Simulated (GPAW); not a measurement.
## TiO2 (Rutile, P4_2/mnm): the O K absorption edge

Aim: the dependence of the O K near-edge features of TiO2 (Rutile, P4_2/mnm) on volume.

Program: GPAW 26.7.0. Level of theory: X-ray absorption from dipole matrix elements to empty bands, plane-wave PAW LDA. Results are calculated unless marked as measured.

This is a report of a sequence of runs, with most program output left out.

### Step 1. Starting point

It takes space group P4_2/mnm (No. 136, tetragonal). Conventional cell: a = 4.592 Å, b = 4.592 Å, c = 2.957 Å, α = 90.00°, β = 90.00°, γ = 90.00°. Nearest to Ti lie 6 O at 1.95 to 1.98 Å. Nearest to O lie 3 Ti at 1.95 to 1.98 Å. Farther neighbours and most contacts between anions are not listed.

Coordinates:

```
Ti O
1.0
     4.59220    0.00000    0.00000
     0.00000    4.59220    0.00000
     0.00000    0.00000    2.95740
Ti O
2 4
Cartesian
  2.2961 2.2961 1.4787
  0.0000 0.0000 0.0000
  3.6965 0.8957 1.4787
  3.1918 3.1918 0.0000
  0.8957 3.6965 1.4787
  1.4004 1.4004 0.0000
```

### Step 2. Ground state of the crystal

The ground state comes first: it tells whether the system has a gap, which decides how the excited electron is treated.

Contents of scf.py:

```python
import numpy as np
from ase import Atoms
from ase.parallel import parprint, paropen
from gpaw import GPAW, PW, FermiDirac, Mixer, MixerDif, setup_paths
from gpaw.test import gen
setup_paths.insert(0, '.')
gen('O', name='nch1s', xcname='LDA', corehole=(1, 0, 0), write_xml=True)
from gpaw.mpi import world
world.barrier()

atoms = Atoms('Ti2O4',
    cell=[[4.5922, 0, 0],
     [0, 4.5922, 0],
     [0, 0, 2.9574]],
    scaled_positions=[[0.5, 0.5, 0.5],
     [0, 0, 0],
     [0.80496, 0.19504, 0.5],
     [0.69504, 0.69504, 0],
     [0.19504, 0.80496, 0.5],
     [0.30496, 0.30496, 0]],
    pbc=True)
atoms.calc = calc = GPAW(legacy_gpaw=True, mode=PW(500, force_complex_dtype=True), xc='LDA', setups={2: 'nch1s'},
    kpts={'size': (6, 6, 8), 'gamma': True}, occupations=FermiDirac(0.05),
    charge=0, mixer=Mixer(0.1, 5, 50), maxiter=150,
    convergence={'density': 0.0001, 'eigenstates': 1e-6}, txt='scf.txt')
energy = atoms.get_potential_energy() + calc.get_reference_energy()
ef = calc.get_fermi_level()
out = dict(energy=energy, fermi=ef, forces=atoms.get_forces().tolist())
parprint(f'all-electron energy {energy:.4f} eV, Fermi level {ef:.4f} eV')
ev = np.array([[calc.get_eigenvalues(k, s) for k in range(len(calc.get_ibz_k_points()))] for s in range(calc.get_number_of_spins())])
out['homo'], out['lumo'], out['counts'] = ev[ev < ef].max(), ev[ev > ef].min(), sorted(set((ev < ef).sum((0, 2)).tolist()))
out['filled'] = (ev[:, 0] < ef).sum(1).tolist()
import json
with paropen('out.json', 'w') as f:
    json.dump(out, f)
```

The run is started by

```
$ OMP_NUM_THREADS=1 mpirun -n 4 gpaw python scf.py
```

Elapsed: 19 s, on 4 MPI ranks of Arm Neoverse V1, shared host; peak memory 0.21 GiB.

The mesh shows a gap of 1.80 eV, so the hole is first treated in a charged cell, without the excited electron.

### Step 3. Reference energy of the supercell

The photon energy needs a difference of total energies, so the cell and mesh of the coming hole run are first run without a hole.

scf.py: that of step 2 with these lines changed.

```diff
@@ -10,15 +10,21 @@
 
-atoms = Atoms('Ti2O4',
-    cell=[[4.5922, 0, 0],
-     [0, 4.5922, 0],
-     [0, 0, 2.9574]],
-    scaled_positions=[[0.5, 0.5, 0.5],
+atoms = Atoms('Ti4O8',
+    cell=[[4.5922, 0, 2.9574],
+     [0, 4.5922, 2.9574],
+     [-4.5922, 0, 2.9574]],
+    scaled_positions=[[0.25, 0.5, 0.75],
+     [0.75, 0.5, 0.25],
      [0, 0, 0],
-     [0.80496, 0.19504, 0.5],
-     [0.69504, 0.69504, 0],
-     [0.19504, 0.80496, 0.5],
-     [0.30496, 0.30496, 0]],
+     [0.5, 0, 0.5],
+     [0.55496, 0.19504, 0.75],
+     [0.05496, 0.19504, 0.25],
+     [0, 0.69504, 0.30496],
+     [0.5, 0.69504, 0.80496],
+     [0.94504, 0.80496, 0.75],
+     [0.44504, 0.80496, 0.25],
+     [0, 0.30496, 0.69504],
+     [0.5, 0.30496, 0.19504]],
     pbc=True)
-atoms.calc = calc = GPAW(legacy_gpaw=True, mode=PW(500, force_complex_dtype=True), xc='LDA', setups={2: 'nch1s'},
-    kpts={'size': (6, 6, 8), 'gamma': True}, occupations=FermiDirac(0.05),
+atoms.calc = calc = GPAW(legacy_gpaw=True, mode=PW(500, force_complex_dtype=True), xc='LDA', setups={4: 'nch1s'},
+    kpts={'size': (4, 4, 4), 'gamma': True}, occupations=FermiDirac(0.02),
     charge=0, mixer=Mixer(0.1, 5, 50), maxiter=150,
```

Elapsed: 56 s, on 4 MPI ranks; peak memory 0.28 GiB.

Reference energy: -109030.440 eV with the cores included.

### Step 4. Spectrum with FCH, O atom 3

The holes are 5.5 Å apart. In GPAW the data set carries the hole's charge, so charge=0 means a charged cell and charge=-1 a neutral one. The excited electron is left out and a uniform background balances the charge. After the field has converged, empty bands are computed with the density fixed and the dipole matrix elements are summed.

The absorber has 2 Ti at 1.95 Å and 1 Ti at 1.98 Å (distorted trigonal planar, site symmetry m2m).

Contents of xas.py:

```python
import numpy as np
from ase import Atoms
from ase.parallel import parprint, paropen
from gpaw import GPAW, PW, FermiDirac, Mixer, MixerDif, setup_paths
from gpaw.test import gen
setup_paths.insert(0, '.')
gen('O', name='fch1s', xcname='LDA', corehole=(1, 0, 1), write_xml=True)
from gpaw.mpi import world
world.barrier()

atoms = Atoms('Ti4O8',
    cell=[[4.5922, 0, 2.9574],
     [0, 4.5922, 2.9574],
     [-4.5922, 0, 2.9574]],
    scaled_positions=[[0.25, 0.5, 0.75],
     [0.75, 0.5, 0.25],
     [0, 0, 0],
     [0.5, 0, 0.5],
     [0.55496, 0.19504, 0.75],
     [0.05496, 0.19504, 0.25],
     [0, 0.69504, 0.30496],
     [0.5, 0.69504, 0.80496],
     [0.94504, 0.80496, 0.75],
     [0.44504, 0.80496, 0.25],
     [0, 0.30496, 0.69504],
     [0.5, 0.30496, 0.19504]],
    pbc=True)
atoms.calc = calc = GPAW(legacy_gpaw=True, mode=PW(500, force_complex_dtype=True), xc='LDA', setups={4: 'fch1s'},
    kpts={'size': (4, 4, 4), 'gamma': True}, occupations=FermiDirac(0.02),
    charge=0, mixer=Mixer(0.1, 5, 50), maxiter=150,
    convergence={'density': 0.0001, 'eigenstates': 1e-6}, txt='scf.txt')
energy = atoms.get_potential_energy() + calc.get_reference_energy()
ef = calc.get_fermi_level()
out = dict(energy=energy, fermi=ef, forces=atoms.get_forces().tolist())
parprint(f'all-electron energy {energy:.4f} eV, Fermi level {ef:.4f} eV')
ev = np.array([[calc.get_eigenvalues(k, s) for k in range(len(calc.get_ibz_k_points()))] for s in range(calc.get_number_of_spins())])
out['homo'], out['lumo'], out['counts'] = ev[ev < ef].max(), ev[ev > ef].min(), sorted(set((ev < ef).sum((0, 2)).tolist()))
out['filled'] = (ev[:, 0] < ef).sum(1).tolist()

from ase.units import Ha
from gpaw.xas import dipole_matrix_elements
nb = int(calc.get_number_of_electrons() / 2) + 97
top, nb = nb, nb + 8 + nb // 12
nscf = calc.fixed_density(kpts={'size': (6, 6, 6), 'gamma': True}, nbands=nb,
    convergence={'bands': top, 'eigenstates': 5e-3}, maxiter=60, txt='nscf.txt')
cell = atoms.cell.array
ops = [cell.T @ U.T @ np.linalg.inv(cell.T) for U in nscf.wfs.kd.symmetry.op_scc]
filled = [48]  # bands filled in the ground state, by spin
E = np.arange(-6, 34, 0.1)
fwhm = np.interp(E, [4, 25], [0.9, 3.5])
Y, X, zero, highest = 0, 0, 1e9, 1e9
for spin in range(nscf.get_number_of_spins()):
    wfs = nscf.wfs
    mine = wfs.bd.get_slice()  # this rank's bands
    A = dipole_matrix_elements(wfs.setups[4])
    eps = np.zeros((wfs.kd.nibzkpts, nb))
    d = np.zeros((3, A.shape[1], wfs.kd.nibzkpts, nb), complex)
    for kpt in wfs.kpt_u:
        if kpt.s == spin and 4 in kpt.P_ani:
            eps[kpt.k, mine] = kpt.eps_n * Ha
            d[:, :, kpt.k, mine] = (kpt.weight * wfs.nspins / 2) ** 0.5 * np.inner(A, kpt.P_ani[4])
    world.sum(eps)
    world.sum(d)
    T = np.einsum('amkn,bmkn->abkn', d, d.conj()).real
    T = sum(np.einsum('ai,ijkn,bj->abkn', R, T, R) for R in ops) / len(ops)
    empty = np.ones_like(eps, bool) & (np.arange(nb) >= filled[spin])
    zero, highest = min(zero, eps[empty].min()), min(highest, eps[:, top - 1].min())
    lines = [(eps, T, empty)] if spin == 0 else lines + [(eps, T, empty)]
for eps, T, empty in lines:
    f = np.einsum('aakn->akn', T).reshape(3, -1)
    x = eps.ravel() - zero
    w = np.interp(x, E, fwhm) / 2.35482
    g = np.exp(-0.5 * ((E[:, None] - x) / w) ** 2) / (w * (2 * np.pi) ** 0.5)
    Y = Y + (f * empty.ravel()) @ g.T
    X = X + (f * ~empty.ravel()) @ g.T
out.update(E=E.round(2).tolist(), xas=Y.tolist(), xes=X.tolist(), zero=zero, valid=highest - zero, nk=len(eps), nb=nb)
for i in range(0, len(E), 10):
    parprint(f'{E[i]:7.2f}', *(f'{v:10.3e}' for v in Y[:, i]))
import json
with paropen('out.json', 'w') as f:
    json.dump(out, f)
```

The run is started by

```
$ OMP_NUM_THREADS=1 mpirun -n 4 gpaw python xas.py
```

The job ended after 3.4 min (4 MPI ranks; peak memory 0.57 GiB).

The O K spectrum, O atom 3, full core hole (charged cell) (energy from the lowest empty level; intensity scaled to a mean of 1 over the first 20 eV; polarised curves are means over the symmetry-equivalent atoms):

```
E (eV)  isotropic  ε ⊥ c  ε ∥ c
  -2.0       0.00   0.00   0.00
  -1.4       0.00   0.00   0.00
  -0.8       0.01   0.01   0.01
  -0.2       0.18   0.21   0.14
   0.4       1.11   1.31   0.70
   1.0       1.76   1.92   1.42
   1.6       1.06   1.24   0.71
   2.2       0.35   0.44   0.17
   2.8       0.54   0.41   0.80
   3.4       1.93   1.52   2.75
   4.0       2.34   2.00   3.04
   4.6       1.46   1.39   1.59
   5.2       0.49   0.55   0.37
   5.8       0.12   0.14   0.08
   6.4       0.05   0.06   0.05
   7.0       0.12   0.12   0.12
   7.6       0.26   0.27   0.26
   8.2       0.52   0.54   0.48
   8.8       0.89   0.92   0.84
   9.4       1.22   1.19   1.27
  10.0       1.30   1.17   1.55
  10.6       1.24   1.07   1.60
  11.2       1.29   1.12   1.62
  11.8       1.49   1.35   1.77
  12.4       1.70   1.59   1.92
  13.0       1.76   1.69   1.88
  13.6       1.65   1.66   1.61
  14.2       1.49   1.58   1.29
  14.8       1.38   1.54   1.07
  15.4       1.29   1.46   0.94
  16.0       1.12   1.27   0.81
  16.6       0.87   0.99   0.64
  17.2       0.64   0.71   0.49
  17.8       0.48   0.53   0.39
  18.4       0.40   0.42   0.37
  19.0       0.39   0.38   0.41
  19.6       0.42   0.38   0.50
  20.2       0.48   0.43   0.60
  20.8       0.56   0.50   0.67
  21.4       0.64   0.61   0.69
  22.0       0.72   0.74   0.67
  22.6       0.78   0.86   0.63
  23.2       0.83   0.94   0.60
  23.8       0.84   0.97   0.58
  24.4       0.82   0.94   0.58
  25.0       0.78   0.88   0.57
  25.6       0.73   0.81   0.57
  26.2       0.68   0.73   0.57
  26.8       0.63   0.66   0.57
  27.4       0.59   0.59   0.59
  28.0       0.56   0.53   0.63
  28.6       0.57   0.50   0.69
  29.2       0.59   0.50   0.77
  29.8       0.62   0.52   0.83
  30.4       0.66   0.55   0.89
  31.0       0.70   0.58   0.93
  31.6       0.73   0.61   0.97
```

Main maxima below 24 eV (height): 0.9 eV (1.76), 3.8 eV (2.41), 9.9 eV (1.30), 12.9 eV (1.76) and 23.7 eV (0.84). A K edge sees empty p states; the first features are O p mixed into the empty d states of the Ti neighbours, and the broad ones above probably into the cations' higher empty bands. Ti is d⁰ and octahedral here, so the pair, 2.9 eV apart, is its t₂g and e_g bands.

The hole costs E(hole) − E(ground) = 526.75 eV, and the lowest empty level of the hole cell on the spectrum's mesh lies at 6.93 eV, which puts the zero at 533.68 eV. One term is added: -8.83 eV, since the hole is spin-paired here and a spin-polarised one costs that much less in the free atom (computed apart). The photon energy is then 524.85 eV. The functional and the charged cell's background leave an error in such absolute values: in the free atom LDA prices this hole 4.1 eV below PBE (computed apart), and PBE is itself good to a few eV.

### Step 5. Supercell without a hole, the energy reference

The cell changes for the next run, so it gets a reference energy of its own.

The cell differs from the one that the last finished run ended in (a 5.462 → 5.351 Å, b 5.462 → 5.351 Å, c 5.462 → 5.351 Å).

scf.py: that of step 3 with these lines changed.

```diff
@@ -11,5 +11,5 @@
 atoms = Atoms('Ti4O8',
-    cell=[[4.5922, 0, 2.9574],
-     [0, 4.5922, 2.9574],
-     [-4.5922, 0, 2.9574]],
+    cell=[[4.49845533, 0, 2.89702796],
+     [0, 4.49845533, 2.89702796],
+     [-4.49845533, 0, 2.89702796]],
     scaled_positions=[[0.25, 0.5, 0.75],
```

The run is started by

```
$ OMP_NUM_THREADS=1 mpirun -n 4 gpaw python scf.py
```

Wall time 48 s (4 MPI ranks); peak memory 0.27 GiB; 3.2 min of CPU time.

Reference energy: -109030.352 eV with the cores included.

### Step 6. Spectrum with FCH, O atom 3

Shorter bonds are expected to push antibonding states and scattering resonances up, and longer ones down; the cell is scaled to test that.

Changed against the first core-hole run: volume scale from 1 to 0.94.

xas.py: that of step 4 with these lines changed.

```diff
@@ -11,5 +11,5 @@
 atoms = Atoms('Ti4O8',
-    cell=[[4.5922, 0, 2.9574],
-     [0, 4.5922, 2.9574],
-     [-4.5922, 0, 2.9574]],
+    cell=[[4.49845533, 0, 2.89702796],
+     [0, 4.49845533, 2.89702796],
+     [-4.49845533, 0, 2.89702796]],
     scaled_positions=[[0.25, 0.5, 0.75],
@@ -41,3 +41,3 @@
 from gpaw.xas import dipole_matrix_elements
-nb = int(calc.get_number_of_electrons() / 2) + 97
+nb = int(calc.get_number_of_electrons() / 2) + 93
 top, nb = nb, nb + 8 + nb // 12
```

The run is started by

```
$ OMP_NUM_THREADS=1 mpirun -n 4 gpaw python xas.py
```

It took 3.3 min on 4 MPI ranks; peak memory 0.53 GiB.

```
E (eV)  first run  this run
  -2.0       0.00      0.00
  -1.0       0.00      0.00
   0.0       0.40      0.35
   1.0       1.76      1.76
   2.0       0.52      0.69
   3.0       0.93      0.31
   4.0       2.34      2.34
   5.0       0.74      1.42
   6.0       0.08      0.23
   7.0       0.12      0.08
   8.0       0.42      0.31
   9.0       1.02      0.86
  10.0       1.30      1.27
  11.0       1.25      1.16
  12.0       1.57      1.39
  13.0       1.76      1.67
  14.0       1.54      1.49
  15.0       1.35      1.25
  16.0       1.12      1.19
  17.0       0.71      1.00
  18.0       0.45      0.65
  19.0       0.39      0.43
  20.0       0.46      0.40
  21.0       0.59      0.49
  22.0       0.72      0.61
  23.0       0.81      0.72
  24.0       0.83      0.81
  25.0       0.78      0.82
  26.0       0.69      0.77
  27.0       0.61      0.69
  28.0       0.56      0.60
  29.0       0.58      0.54
  30.0       0.64      0.55
  31.0       0.70      0.60
  32.0       0.77      0.64
```

Against the first run the r.m.s. difference is 22 %. A shift of +0.2 eV leaves 13 %. The highest intensity below 16 eV goes from 3.8 eV (2.41) to 4.2 eV (2.43).

The photon energy of the zero moves by +0.19 eV.

### Step 7. Reference energy of the supercell

The cell differs from the one that the last finished run ended in (a 5.351 → 5.407 Å, b 5.351 → 5.407 Å, c 5.351 → 5.407 Å).

scf.py: that of step 5 with these lines changed.

```diff
@@ -11,5 +11,5 @@
 atoms = Atoms('Ti4O8',
-    cell=[[4.49845533, 0, 2.89702796],
-     [0, 4.49845533, 2.89702796],
-     [-4.49845533, 0, 2.89702796]],
+    cell=[[4.54581097, 0, 2.92752523],
+     [0, 4.54581097, 2.92752523],
+     [-4.54581097, 0, 2.92752523]],
     scaled_positions=[[0.25, 0.5, 0.75],
```

The run is started by

```
$ OMP_NUM_THREADS=1 mpirun -n 4 gpaw python scf.py
```

The job ended after 45 s (4 MPI ranks; peak memory 0.27 GiB; 3 min of CPU time).

Reference energy: -109030.490 eV with the cores included.

### Step 8. Spectrum with FCH, O atom 3

Changed against the first core-hole run: volume scale from 1 to 0.97.

xas.py: that of step 6 with these lines changed.

```diff
@@ -11,5 +11,5 @@
 atoms = Atoms('Ti4O8',
-    cell=[[4.49845533, 0, 2.89702796],
-     [0, 4.49845533, 2.89702796],
-     [-4.49845533, 0, 2.89702796]],
+    cell=[[4.54581097, 0, 2.92752523],
+     [0, 4.54581097, 2.92752523],
+     [-4.54581097, 0, 2.92752523]],
     scaled_positions=[[0.25, 0.5, 0.75],
@@ -41,3 +41,3 @@
 from gpaw.xas import dipole_matrix_elements
-nb = int(calc.get_number_of_electrons() / 2) + 93
+nb = int(calc.get_number_of_electrons() / 2) + 95
 top, nb = nb, nb + 8 + nb // 12
```

The run is started by

```
$ OMP_NUM_THREADS=1 mpirun -n 4 gpaw python xas.py
```

The job ended after 3.1 min (4 MPI ranks; peak memory 0.54 GiB).

```
E (eV)  first run  this run
  -2.0       0.00      0.00
  -1.0       0.00      0.00
   0.0       0.40      0.37
   1.0       1.76      1.76
   2.0       0.52      0.60
   3.0       0.93      0.56
   4.0       2.34      2.43
   5.0       0.74      1.07
   6.0       0.08      0.13
   7.0       0.12      0.10
   8.0       0.42      0.36
   9.0       1.02      0.94
  10.0       1.30      1.28
  11.0       1.25      1.20
  12.0       1.57      1.48
  13.0       1.76      1.71
  14.0       1.54      1.51
  15.0       1.35      1.31
  16.0       1.12      1.19
  17.0       0.71      0.86
  18.0       0.45      0.53
  19.0       0.39      0.40
  20.0       0.46      0.43
  21.0       0.59      0.54
  22.0       0.72      0.66
  23.0       0.81      0.77
  24.0       0.83      0.83
  25.0       0.78      0.81
  26.0       0.69      0.73
  27.0       0.61      0.65
  28.0       0.56      0.57
  29.0       0.58      0.55
  30.0       0.64      0.59
  31.0       0.70      0.64
  32.0       0.77      0.69
```

Against the first run the r.m.s. difference is 11 %. The highest intensity below 16 eV goes from 3.8 eV (2.41) to 4.0 eV (2.43).

The photon energy of the zero moves by +0.09 eV.

### Step 9. Reference energy of the supercell

The cell differs from the one that the last finished run ended in (a 5.407 → 5.516 Å, b 5.407 → 5.516 Å, c 5.407 → 5.516 Å).

scf.py: that of step 7 with these lines changed.

```diff
@@ -11,5 +11,5 @@
 atoms = Atoms('Ti4O8',
-    cell=[[4.54581097, 0, 2.92752523],
-     [0, 4.54581097, 2.92752523],
-     [-4.54581097, 0, 2.92752523]],
+    cell=[[4.63767028, 0, 2.98668309],
+     [0, 4.63767028, 2.98668309],
+     [-4.63767028, 0, 2.98668309]],
     scaled_positions=[[0.25, 0.5, 0.75],
```

The run is started by

```
$ OMP_NUM_THREADS=1 mpirun -n 4 gpaw python scf.py
```

Wall time 54 s (4 MPI ranks); peak memory 0.28 GiB.

Reference energy: -109030.237 eV with the cores included.

### Step 10. Spectrum with FCH, O atom 3

Changed against the first core-hole run: volume scale from 1 to 1.03.

xas.py: that of step 8 with these lines changed.

```diff
@@ -11,5 +11,5 @@
 atoms = Atoms('Ti4O8',
-    cell=[[4.54581097, 0, 2.92752523],
-     [0, 4.54581097, 2.92752523],
-     [-4.54581097, 0, 2.92752523]],
+    cell=[[4.63767028, 0, 2.98668309],
+     [0, 4.63767028, 2.98668309],
+     [-4.63767028, 0, 2.98668309]],
     scaled_positions=[[0.25, 0.5, 0.75],
@@ -41,3 +41,3 @@
 from gpaw.xas import dipole_matrix_elements
-nb = int(calc.get_number_of_electrons() / 2) + 95
+nb = int(calc.get_number_of_electrons() / 2) + 99
 top, nb = nb, nb + 8 + nb // 12
```

The run is started by

```
$ OMP_NUM_THREADS=1 mpirun -n 4 gpaw python xas.py
```

Wall time 3.5 min (4 MPI ranks); peak memory 0.58 GiB.

```
E (eV)  first run  this run
  -2.0       0.00      0.00
  -1.0       0.00      0.00
   0.0       0.40      0.42
   1.0       1.76      1.74
   2.0       0.52      0.46
   3.0       0.93      1.34
   4.0       2.34      2.19
   5.0       0.74      0.49
   6.0       0.08      0.05
   7.0       0.12      0.14
   8.0       0.42      0.48
   9.0       1.02      1.09
  10.0       1.30      1.32
  11.0       1.25      1.31
  12.0       1.57      1.65
  13.0       1.76      1.80
  14.0       1.54      1.58
  15.0       1.35      1.36
  16.0       1.12      0.98
  17.0       0.71      0.59
  18.0       0.45      0.40
  19.0       0.39      0.40
  20.0       0.46      0.50
  21.0       0.59      0.64
  22.0       0.72      0.76
  23.0       0.81      0.84
  24.0       0.83      0.82
  25.0       0.78      0.74
  26.0       0.69      0.66
  27.0       0.61      0.59
  28.0       0.56      0.57
  29.0       0.58      0.62
  30.0       0.64      0.69
  31.0       0.70      0.75
  32.0       0.77      0.86
```

Against the first run the r.m.s. difference is 10 %. The highest intensity below 16 eV goes from 3.8 eV (2.41) to 3.7 eV (2.40).

The photon energy of the zero moves by -0.09 eV.

### Step 11. Supercell without a hole, the energy reference

The cell differs from the one that the last finished run ended in (a 5.516 → 5.569 Å, b 5.516 → 5.569 Å, c 5.516 → 5.569 Å).

scf.py: that of step 9 with these lines changed.

```diff
@@ -11,5 +11,5 @@
 atoms = Atoms('Ti4O8',
-    cell=[[4.63767028, 0, 2.98668309],
-     [0, 4.63767028, 2.98668309],
-     [-4.63767028, 0, 2.98668309]],
+    cell=[[4.682266, 0, 3.01540296],
+     [0, 4.682266, 3.01540296],
+     [-4.682266, 0, 3.01540296]],
     scaled_positions=[[0.25, 0.5, 0.75],
```

The run is started by

```
$ OMP_NUM_THREADS=1 mpirun -n 4 gpaw python scf.py
```

Run time: 48 s. Hardware: 4 MPI ranks; peak memory 0.28 GiB; 3.2 min of CPU time.

Reference energy: -109029.881 eV with the cores included.

(Part 1 of 2 ends here.)

[Logs are printed without paths, hosts, clocks, repeated set-up lines and the standing remarks that a program may print on its own settings, such as how far it seeks lower states.]

[Hosts, paths, dates, database ids (printed as entryN), source tags and the programs' standing remarks are cut or masked in the printed files.]

[Lists of maxima count a maximum above −3 eV only where it reaches 4 % of the highest in the window and stands out from its surroundings by 2 % of it (1.5 % where it reaches 55 %); shoulders and weaker maxima are passed over, and of the rest the first, up to two pre-edge ones and the few strongest are named.]
